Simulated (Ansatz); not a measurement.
# Bi2Se3 quintuple layer monolayer in a perpendicular field, part 2 of 3

Aim: how the Bi2Se3 quintuple layer monolayer screens a field along its normal, and what the field does to its bands. A positive field points along +c.

Ansatz 0.2.0; plane-wave DFT, PBE-D3(BJ), Ansatz PAW (the session's first sound run).

So far. Step 2 (Relaxation): The lattice constant a goes from 4.190 to 4.124 Å.

### 3. Atoms held, field 0

A sawtooth potential applies the field, turning back in the middle of the vacuum. With the dipole correction the typed value is the field outside the slab. The induced dipole is small, so the SCF threshold is tight.

The cell differs from the one that the last finished run ended in (c 38.200 → 25.036 Å).

File input.yaml:

```yaml
crystal:
  lattice:
    - [4.1237792658, 0.0, 0.0]
    - [-2.0618896329, 3.5712976038, 0.0]
    - [0.0, 0.0, 25.0362596234]
  atoms:
    - { symbol: Se, position: [0.3333333333, 0.6666666667, 0.3594786176] }
    - { symbol: Bi, position: [0.6666666667, 0.3333333333, 0.4225813309] }
    - { symbol: Se, position: [0.0, 0.0, 0.5] }
    - { symbol: Bi, position: [0.3333333333, 0.6666666667, 0.5774186691] }
    - { symbol: Se, position: [0.6666666667, 0.3333333333, 0.6405213824] }
kpoints:
  mp_grid: { grid: [12, 12, 1] }
  band_path:
    path: [[0, 0, 0], [0.5, 0, 0], [0.33333333, 0.33333333, 0], [0, 0, 0]]
    npoints: 16
hamiltonian:
  xc: pbe
  dispersion: d3bj
scf:
  occupations: { method: fermi_dirac, width: 0.02585 }
  convergence: { dr2_threshold: 1.0e-10 }
efield:
  axis: 3
  dipole_correction: true
  ramp_position: 0.97
  ramp_width: 0.06
  amplitude: 0
output:
  dos: { projected: true, e_range: [-6, 5] }
  bader: true
  write_potential: true
  write_density: true
  volumetric_format: npy
  elf: true
```

Launch:

```console
ansatz run input.yaml --threads 4 --pin off --max-ram 6144MiB --backend cpu --events-out ev --progress --plain --runs-dir out
```

Numbers of over 12 decimals in the logs are rounded to 6 here.

The program printed:

```text
[...]
Crystal: 5 atoms, lattice volume = 368.715 Å³
Basis set: ecut = 420 eV, 7151 PW (Γ)
Bands: 47, of which v1, the nominal top of the filled ones, is band 39 counted from 1 (38 counted from 0)
Symmetry: 6 space group operations
k-points: 19 of 144 (time reversal used)
[...]
SCF iter   1: F=—  HF=-41203.849867 eV  |F-HF|=—  |Δ(HF+E_count)|=         —  Δρ=8.38e-4  dr2=7.51e-3  ethr=1.77e-3  p=0.000 e·Å  D=3.27e-14 V/Å  ΔV_dip=-0.00 eV  dr2_dipole=1.19e-7  V_vac-E_F(+/−)=5.46/5.46 eV  ⟨swp⟩=10.4  Hψ=4170  notcnv=0  defer=3
efield: sawtooth ramp at fractional position 0.9700 (set: `efield.ramp_position`, or a place that a band, a saddle search or an elastic batch's reference lends), width 0.0600; the density the first Hamiltonian is built on has a dipole p = 0.000 e·Å; the dipole correction subtracts the counter field D = 3.27e-14 V/Å, which shifts the + side's vacuum level by -0.00 eV against the − side's; the planar-averaged density in the ramp window peaks in size at 2.3e-6 e/Å³
[...]
SCF iter   2: F=—  HF=-41203.851534 eV  |F-HF|=—  |Δ(HF+E_count)|=   1.67e-3  Δρ=5.95e-4  dr2=6.46e-3  ethr=9.63e-6  p=-0.000 e·Å  D=-7.88e-5 V/Å  ΔV_dip=0.00 eV  dr2_dipole=2.08e-6  V_vac-E_F(+/−)=5.48/5.48 eV  ⟨swp⟩=3.0  Hψ=1716  notcnv=0  defer=29
[...]
SCF iter  11: F=-41203.851294 eV  HF=-41203.851294 eV  |F-HF|=6.48e-10  |Δ(HF+E_count)|=   2.26e-9  Δρ=1.61e-7  dr2=7.89e-11  ethr=1.00e-12  p=0.000 e·Å  D=1.57e-8 V/Å  ΔV_dip=-0.00 eV  dr2_dipole=6.82e-14  V_vac-E_F(+/−)=5.43/5.43 eV  ⟨swp⟩=9.9  Hψ=3090  notcnv=0
SCF 1 converged in 11 iterations: F = -41203.851294 eV  dr2 = 7.89e-11
[...]
NSCF: frozen V_eff on 49 k-points
efield: sawtooth ramp at fractional position 0.9700 (kept from the solve that this one continues, or follows in the run), width 0.0600; the density the first Hamiltonian is built on has a dipole p = 0.000 e·Å; the dipole correction subtracts the counter field D = 1.57e-8 V/Å, which shifts the + side's vacuum level by -0.00 eV against the − side's; the planar-averaged density in the ramp window peaks in size at 1.5e-6 e/Å³
WARN: The output density's exchange-correlation potential varies sharply where the density is thin. Do not read a vacuum level from v_tot or v_xc, or from such a field of the output density. On a cell that repeats whose density bears no net charge and no dipole along the vacuum's axis use v_es (v_loc + v_h of the components); under efield.dipole_correction with no amplitude use v_es + v_field, which holds any externa [...]
SCF converged after 11 iterations
Free energy (F): -41203.851294 eV
[...]
Internal energy: -41203.851294 eV  (E = F + TS)
E sigma→0 (E₀):  -41203.851294 eV
Fermi energy:    0.119249 eV
Dipole field:    D = 0.000000 V/Å  (p = 0.000001 e·Å, saw-weighted, corrected)
Work function:   Φ+ = 5.4311 eV   Φ− = 5.4311 eV
Levels:          The Fermi level and band energies are counted from a zero that moves with the ramp; work functions are not
[...]
--- Band table (eV; the first three rows and the last of 19) ---
  k-point 0: bands = [... 35 lower, -1.1337, -1.0269, -1.0269, -0.7478, 0.5557, 1.8032, 1.8032, 2.3116, ... 4 higher]
  k-point 1: bands = [... 35 lower, -1.4736, -0.9915, -0.7949, -0.4444, 0.9903, 1.5581, 1.9157, 2.5255, ... 4 higher]
  k-point 2: bands = [... 35 lower, -1.6920, -0.9810, -0.7227, -0.4574, 1.2818, 2.0749, 2.1558, 2.4896, ... 4 higher]
  k-point 18: bands = [... 35 lower, -2.6797, -1.7184, -0.7955, -0.7955, 1.9129, 2.7171, 2.7171, 3.9737, ... 4 higher]
--- Bader charges: 5 sites ---
  site symbol  charge [e]  shift [e]
     0     Se     -0.6174     0.0000
     1     Bi      1.0393     0.0000
     2     Se     -0.8439     0.0000
     3     Bi      1.0393     0.0000
     4     Se     -0.6174     0.0000
  estimated error of the sums over rays = 2.7e-4 e
```

The job ended after 24 s (4 threads of Arm Neoverse V2, shared host; peak memory 1 GiB; 93 s of CPU time).

Reading the cycles: dr2 is the Hartree energy of the density residual (eV), the measure of convergence; HF is the Harris–Foulkes estimate of the energy, which meets the free energy F at convergence.

This step gave:

```yaml
dipole_along_the_normal: 5.59e-7 e·Å
gap_along_the_path: 0.9493 eV
smallest_direct_gap_along_the_path: 1.303 eV
ionisation_energy_upper_face: 5.944 eV
electron_affinity_upper_face: 4.995 eV
gap_the_smaller_of_path_and_mesh: 0.9444 eV
```

Running mean over a fixed 2.6 Å (it still follows the layers) of the planar mean; the ramp of the sawtooth is left out. The electron's electrostatic potential energy less the Fermi level by z:

z (Å), electron's electrostatic potential energy less the Fermi level (eV) and a bar from the least value:
```
        4       5.43 ##############################
        5       5.43 ##############################
        6       5.40 ##############################
        7       4.80 ############################
        8       2.30 ######################
        9      -1.84 ###########
       10      -6.30 
       11      -5.98 #
       12      -3.15 ########
       13      -2.99 #########
       14      -5.94 #
       15      -6.32 
       16      -2.06 ###########
       17       2.19 ######################
       18       4.74 ############################
       19       5.40 ##############################
       20       5.43 ##############################
       21       5.43 ##############################
```

The density of states has structure finer than the step of the table below, so its rows give means over 0.2 eV, whole bins alone (the curve runs from -6 to 2.41 eV). Peaks (eV: height): -4.81: 10.2, -3.77: 11.1, -1.59: 25.5, -0.84: 8.17, -0.57: 15.1, 1.86: 9.24, 2.05: 8.47.

The density of states by energy, zero at the Fermi level of the run, which the smearing sets inside the gap; means over each step:

```csv
energy (eV),density of states (states/eV a cell)
-5.4,0
-5.2,0.393
-5.0,1.89
-4.8,2.91
-4.6,1.39
-4.4,1.84
-4.2,1.77
-4.0,2.54
-3.8,4.49
-3.6,4.33
-3.4,4.54
-3.2,4.07
-3.0,4.32
-2.8,4.65
-2.6,5.74
-2.4,4.37
-2.2,3.91
-2.0,2.89
-1.8,3.32
-1.6,6.83
-1.4,4.66
-1.2,5.16
-1.0,4.06
-0.8,6.54
-0.6,5.20
-0.4,0.0388
-0.2,0
0.0,0
0.2,0
0.4,0.00493
0.6,0.0720
0.8,0.163
1.0,0.317
1.2,1.58
1.4,2.72
1.6,2.75
1.8,4.57
2.0,5.45
2.2,3.55
```

Projected DOS per atom over height of the atomic layer and energy from the Fermi level. Layers: Se Bi Se Bi Se from below.

Ten even steps from '_' (0.00 states/eV) to '@' (2.00 states/eV), each cell a mean:
```
--**__**--
==##__##==
::==__==::
__..__..__
__________
__________
__________
::__..__::
##..##..##
**__@@__**
##__%%__##
==..::..==
**------**
**==--==**
==--==--==
==========
::--==--::
..::--::..
....::....
__..::..__
__________
__________
```
Columns: height of the atomic layer (Å) from 9 to 16.0 (not evenly spaced); rows upwards: energy from the Fermi level (eV) from -5.96 to 2.41.

The electronic bands at the labelled points (eV, zero at the Fermi level of the run, which the smearing sets inside the gap):

```csv
point,band 36,band 37,band 38,band 39,band 40,band 41,band 42,band 43
Γ,-1.25,-1.15,-1.15,-0.87,0.44,1.68,1.68,2.19
halfway,-1.75,-1.46,-1.15,-0.54,1.20,2.23,2.28,2.90
M,-2.30,-1.57,-1.31,-1.09,1.21,2.33,2.35,3.08
halfway,-2.66,-1.60,-1.21,-0.80,1.83,2.01,2.64,3.54
K,-2.80,-1.84,-0.91,-0.91,1.79,2.60,2.60,3.85
halfway,-2.08,-1.39,-0.76,-0.71,1.70,1.93,2.46,2.80
Γ,-1.25,-1.15,-1.15,-0.87,0.44,1.68,1.68,2.19
```

Electrostatic potential energy in the ca plane at fractional y = 0.333, with atoms of Bi and Se within 0.2 Å of it. With pseudopotentials it is smooth inside the atoms' cores, unlike the true potential.

Ten even steps from '0' (-38 eV) to '9' (6 eV), each cell a mean:
```
99999999999999999999987666789999998888877899
99999999999999999999975101478999999987444689
99999999999999999999861000068999999985566479
99999999999999999999860000058999999984576469
99999999999999999999872000168999999985465479
99999999999999999999985212578999999987545689
99999999999999999999988767789999998888888999
99999999999999999999888888999999888788999999
99999999999999999998889999999888887778999999
99999999999999999998889999999888887778999999
99999999999999999999998888899999988888999999
```
Columns run along c (16.0 Å, from fractional 0.07 to 0.71 of the cell; values clipped at the 3rd and 97th percentile), rows up along a (4.1 Å). Atoms in or near the plane, at fractional coordinates: Bi at (0.42, 0.67), Se at (0.64, 0.67).

Valence density in the ca plane at fractional y = 0.333, with atoms of Bi and Se within 0.2 Å of it. It is the smooth field of the valence electrons, not physical close to the nuclei.

Values in e/Å³, 6 rows by 16 columns, each cell a mean:
```
 0  0  0  0  0  0  0  0  1  1  0  0  0  0  1  0
 0  0  0  0  0  0  0  0  4  4  0  0  0  1 15  1
 0  0  0  0  0  0  0  0  3  3  0  0  0  1  8  0
 0  0  0  0  0  0  0  0  0  0  0  0  0  0  0  0
 0  0  0  0  0  0  0  0  0  0  0  0  0  0  0  0
 0  0  0  0  0  0  0  0  0  0  0  0  0  0  0  0
```
Columns run along c (16.0 Å, from fractional 0.07 to 0.71 of the cell), rows up along a (4.1 Å). Atoms in or near the plane, at fractional coordinates: Bi at (0.42, 0.67), Se at (0.64, 0.67).

ELF in the ca plane at fractional y = 0.333, with atoms of Bi and Se within 0.2 Å of it. It is the smooth field of the valence electrons, not physical close to the nuclei.

Ten even steps from '0' (0.00) to '9' (0.86), each cell a mean:
```
00000000000000001234433444322443111246888876
00000000000000000011234444532111001368889998
00000000000000000000234212442100001478646999
00000000000000000000234121453100001478514999
00000000000000000001234322542100001478757999
00000000000000000112234445432111001358889997
00000000000000001345543344323443212235788875
00000000000000013577764322236775323333444421
00000000000000125788875311147886333432111000
00000000000000124688875311147886333332211000
00000000000000013567764322235775323333455432
```
Columns run along c (16.0 Å, from fractional 0.07 to 0.71 of the cell), rows up along a (4.1 Å). Atoms in or near the plane, at fractional coordinates: Bi at (0.42, 0.67), Se at (0.64, 0.67).

The gap is 0.94 eV, with the valence edge 5.94 eV and the conduction edge 4.99 eV under the upper vacuum level. Spin-orbit coupling, left out in this run, matters for the bands of elements this heavy.

### 4. Atoms held, field 0.1 V/Å

input.yaml, as its differences from that of step 3:

```diff
@@ -27,6 +27,4 @@
   ramp_width: 0.06
-  amplitude: 0
+  amplitude: 0.1
 output:
-  dos: { projected: true, e_range: [-6, 5] }
-  bader: true
   write_potential: true
@@ -34,2 +32 @@
   volumetric_format: npy
-  elf: true
```

The program printed:

```text
[...]
Crystal: 5 atoms, lattice volume = 368.715 Å³
Basis set: ecut = 420 eV, 7151 PW (Γ)
Bands: 47, of which v1, the nominal top of the filled ones, is band 39 counted from 1 (38 counted from 0)
Symmetry: 6 space group operations
k-points: 19 of 144 (time reversal used)
[...]
k-point 0: bands = [... 35 lower, -1.1351, -1.0272, -1.0272, -0.7473, 0.5552, 1.8027, 1.8027, 2.3112, ... 4 higher]
  k-point 1: bands = [... 35 lower, -1.4739, -0.9918, -0.7957, -0.4443, 0.9898, 1.5576, 1.9152, 2.5250, ... 4 higher]
  k-point 2: bands = [... 35 lower, -1.6923, -0.9814, -0.7234, -0.4575, 1.2813, 2.0742, 2.1553, 2.4892, ... 4 higher]
  k-point 18: bands = [... 35 lower, -2.6748, -1.7188, -0.7968, -0.7951, 1.9124, 2.7125, 2.7207, 3.9733, ... 4 higher]
[key lines of the parts left out:]
SCF converged after 17 iterations
Free energy (F): -41203.854932 eV
Fermi energy:    0.118946 eV
Dipole field:    D = 0.035707 V/Å  (p = 0.072759 e·Å, saw-weighted, corrected)
```

It took 19 s on 4 threads; peak memory 0.9 GiB.

The dipole is 0.0728 e·Å, and the gap 0.944 eV.

### 5. Atoms held, field -0.1 V/Å

input.yaml, as its differences from that of step 4:

```diff
@@ -27,3 +27,3 @@
   ramp_width: 0.06
-  amplitude: 0.1
+  amplitude: -0.1
 output:
```

The program printed:

```text
[...]
Crystal: 5 atoms, lattice volume = 368.715 Å³
Basis set: ecut = 420 eV, 7151 PW (Γ)
Bands: 47, of which v1, the nominal top of the filled ones, is band 39 counted from 1 (38 counted from 0)
Symmetry: 6 space group operations
k-points: 19 of 144 (time reversal used)
[...]
k-point 0: bands = [... 35 lower, -1.1351, -1.0272, -1.0272, -0.7473, 0.5552, 1.8027, 1.8027, 2.3112, ... 4 higher]
  k-point 1: bands = [... 35 lower, -1.4739, -0.9918, -0.7957, -0.4443, 0.9898, 1.5576, 1.9152, 2.5250, ... 4 higher]
  k-point 2: bands = [... 35 lower, -1.6923, -0.9814, -0.7234, -0.4575, 1.2813, 2.0742, 2.1553, 2.4892, ... 4 higher]
  k-point 18: bands = [... 35 lower, -2.6748, -1.7188, -0.7968, -0.7951, 1.9124, 2.7125, 2.7207, 3.9733, ... 4 higher]
[key lines of the parts left out:]
SCF converged after 16 iterations
Free energy (F): -41203.854932 eV
Fermi energy:    0.118946 eV
Dipole field:    D = -0.035710 V/Å  (p = -0.072764 e·Å, saw-weighted, corrected)
```

The job ended after 19 s (4 threads; peak memory 0.9 GiB; 74 s of CPU time).

The dipole is -0.0728 e·Å, and the gap 0.944 eV.

### 6. Atoms held, field 0.2 V/Å

input.yaml, as its differences from that of step 5:

```diff
@@ -27,3 +27,3 @@
   ramp_width: 0.06
-  amplitude: -0.1
+  amplitude: 0.2
 output:
```

The program printed:

```text
[...]
Crystal: 5 atoms, lattice volume = 368.715 Å³
Basis set: ecut = 420 eV, 7151 PW (Γ)
Bands: 47, of which v1, the nominal top of the filled ones, is band 39 counted from 1 (38 counted from 0)
Symmetry: 6 space group operations
k-points: 19 of 144 (time reversal used)
[...]
k-point 0: bands = [... 35 lower, -1.1390, -1.0279, -1.0279, -0.7460, 0.5539, 1.8012, 1.8012, 2.3099, ... 4 higher]
  k-point 1: bands = [... 35 lower, -1.4751, -0.9928, -0.7980, -0.4442, 0.9883, 1.5561, 1.9137, 2.5235, ... 4 higher]
  k-point 2: bands = [... 35 lower, -1.6932, -0.9824, -0.7254, -0.4578, 1.2797, 2.0723, 2.1538, 2.4881, ... 4 higher]
  k-point 18: bands = [... 35 lower, -2.6708, -1.7201, -0.7988, -0.7954, 1.9109, 2.7069, 2.7233, 3.9720, ... 4 higher]
[key lines of the parts left out:]
SCF converged after 15 iterations
Free energy (F): -41203.865846 eV
Fermi energy:    0.118032 eV
Dipole field:    D = 0.071421 V/Å  (p = 0.145531 e·Å, saw-weighted, corrected)
```

Wall time 18 s (4 threads); peak memory 0.9 GiB; 71 s of CPU time.

The dipole is 0.146 e·Å, and the gap 0.944 eV.

### 7. Single point, field -0.2 V/Å

input.yaml, as its differences from that of step 6:

```diff
@@ -27,3 +27,3 @@
   ramp_width: 0.06
-  amplitude: 0.2
+  amplitude: -0.2
 output:
```

The program printed:

```text
[...]
Crystal: 5 atoms, lattice volume = 368.715 Å³
Basis set: ecut = 420 eV, 7151 PW (Γ)
Bands: 47, of which v1, the nominal top of the filled ones, is band 39 counted from 1 (38 counted from 0)
Symmetry: 6 space group operations
k-points: 19 of 144 (time reversal used)
[...]
k-point 0: bands = [... 35 lower, -1.1390, -1.0279, -1.0279, -0.7460, 0.5539, 1.8012, 1.8012, 2.3099, ... 4 higher]
  k-point 1: bands = [... 35 lower, -1.4751, -0.9928, -0.7980, -0.4442, 0.9883, 1.5561, 1.9137, 2.5235, ... 4 higher]
  k-point 2: bands = [... 35 lower, -1.6932, -0.9824, -0.7254, -0.4578, 1.2797, 2.0723, 2.1538, 2.4881, ... 4 higher]
  k-point 18: bands = [... 35 lower, -2.6708, -1.7201, -0.7988, -0.7954, 1.9109, 2.7069, 2.7233, 3.9720, ... 4 higher]
[key lines of the parts left out:]
SCF converged after 15 iterations
Free energy (F): -41203.865846 eV
Fermi energy:    0.118031 eV
Dipole field:    D = -0.071422 V/Å  (p = -0.145533 e·Å, saw-weighted, corrected)
```

The job ended after 18 s (4 threads; peak memory 0.9 GiB).

The dipole is -0.146 e·Å, and the gap 0.944 eV.

### 8. Single point, field 0.35 V/Å

input.yaml, as its differences from that of step 7:

```diff
@@ -27,4 +27,6 @@
   ramp_width: 0.06
-  amplitude: -0.2
+  amplitude: 0.35
 output:
+  dos: { projected: true, e_range: [-6, 5] }
+  bader: true
   write_potential: true
@@ -32 +34,2 @@
   volumetric_format: npy
+  elf: true
```

The program printed:

```text
[...]
Crystal: 5 atoms, lattice volume = 368.715 Å³
Basis set: ecut = 420 eV, 7151 PW (Γ)
Bands: 47, of which v1, the nominal top of the filled ones, is band 39 counted from 1 (38 counted from 0)
Symmetry: 6 space group operations
k-points: 19 of 144 (time reversal used)
[...]
k-point 18: bands = [... 35 lower, -2.6665, -1.7235, -0.8034, -0.7974, 1.9067, 2.6964, 2.7252, 3.9683, ... 4 higher]
--- Bader charges: 5 sites ---
  site symbol  charge [e]  shift [e]
     0     Se     -0.6442     0.0000
     1     Bi      1.0432     0.0000
     2     Se     -0.8436     0.0000
     3     Bi      1.0349     0.0000
     4     Se     -0.5903     0.0000
  estimated error of the sums over rays = 2.7e-4 e
[key lines of the parts left out:]
SCF converged after 15 iterations
Free energy (F): -41203.895865 eV
Fermi energy:    0.115498 eV
Dipole field:    D = 0.125022 V/Å  (p = 0.254750 e·Å, saw-weighted, corrected)
```

Run time: 25 s. Hardware: 4 threads; peak memory 1 GiB; 100 s of CPU time.

The dipole is 0.255 e·Å, and the gap 0.942 eV.

### 9. Response, atoms held

This step: plane-wave DFT, PBE-D3(BJ), Ansatz PAW; response to a field along the normal, atoms held (Ansatz 0.2.0).

The dipoles give the slope, and the difference of two potentials shows where the field is screened.

Numbers from this step:

- equivalent conductor thickness p/(ε₀AE): 8.940 Å
- distance between the outer atoms: 7.036 Å

Dipole of the cell against applied field:

```csv
applied field (V/Å),dipole of the cell (e·Å)
-0.200,-0.146
-0.100,-0.0728
0.000,5.6e-7
0.100,0.0728
0.200,0.146
0.350,0.255
```

Local field over the applied field, running mean. From the potentials at -0.1 and 0.1 V/Å; running mean over 2.5 Å. The local field over applied field by z:

z (Å), local field over applied field and a bar:
```
      4.5      0.999 ##############################
      5.0      0.996 ##############################
      5.5      0.989 ##############################
      6.0      0.969 #############################
      6.5      0.918 ###########################
      7.0      0.817 ########################
      7.5      0.665 ####################
      8.0      0.491 ##############
      8.5      0.314 #########
      9.0      0.162 ####
      9.5      0.071 #
     10.0      0.038 
     10.5      0.031 
     11.0      0.035 
     11.5      0.041 
     12.0      0.041 
     12.5      0.039 
     13.0      0.041 
     13.5      0.042 
     14.0      0.036 
     14.5      0.031 
     15.0      0.037 
     15.5      0.067 #
     16.0      0.152 ####
     16.5      0.301 ########
     17.0      0.478 ##############
     17.5      0.653 ###################
     18.0      0.807 ########################
     18.5      0.913 ###########################
     19.0      0.966 #############################
     19.5      0.988 ##############################
     20.0      0.996 ##############################
     20.5      0.999 ##############################
     21.0      1.000 ##############################
```

Electrons, planar mean, per unit field. The induced electron density by z:

```csv
z (Å),induced electron density (e/Å³ per V/Å)
4.5,4.9e-6
5.0,1.6e-5
5.5,5.0e-5
6.0,1.5e-4
6.5,4.1e-4
7.0,0.00105
7.5,0.00230
8.0,0.00338
8.5,0.00217
9.0,0.00100
9.5,7.3e-4
10.0,-2.5e-4
10.5,-6.3e-4
11.0,-5.9e-5
11.5,2.5e-4
12.0,2.2e-4
12.5,1.4e-5
13.0,-2.1e-4
13.5,-2.8e-4
14.0,3.6e-5
14.5,6.0e-4
15.0,3.2e-4
15.5,-6.9e-4
16.0,-9.4e-4
16.5,-0.00205
17.0,-0.00339
17.5,-0.00241
18.0,-0.00112
18.5,-4.4e-4
19.0,-1.6e-4
19.5,-5.4e-5
20.0,-1.7e-5
20.5,-5.4e-6
21.0,-1.6e-6
```

The smaller of the gaps on the path and on the k-mesh, counted as 0 under 0.03 eV. Table of gap by applied field:

```csv
applied field (V/Å),gap (eV)
-0.200,0.944
-0.100,0.944
0.000,0.944
0.100,0.944
0.200,0.944
0.350,0.942
```

By hand: between -0.1 and 0.1 V/Å the dipole changes by 0.1455 e·Å, a slope of 0.7276 e·Å²/V. A perfect conductor of thickness t has p = ε₀AEt, so t = 180.95 × 0.7276 / 14.727 = 8.94 Å (e/ε₀ = 180.95 V·Å, A in Å²).

The induced dipole is that of a conductor 8.94 Å thick.

(Continued in part 3 of 3.)

[Logs are printed without paths, hosts, clocks, repeated set-up lines and the standing remarks that a program may print on its own settings, such as how far it seeks lower states.]

[Hosts, paths, dates, database ids (printed as entryN), source tags and the programs' standing remarks are cut or masked in the printed files.]

[Maps of the electrostatic potential energy from Ansatz leave out the sawtooth potential of an applied field or a dipole correction, so their vacuum need not be flat; planar profiles and work functions include it.]

[The density of states shown here was stored with 400 of the rows of the run's finer table, so its peaks can read low, often by over a quarter, or be missed, and its means over a window can be off by a tenth or more.]
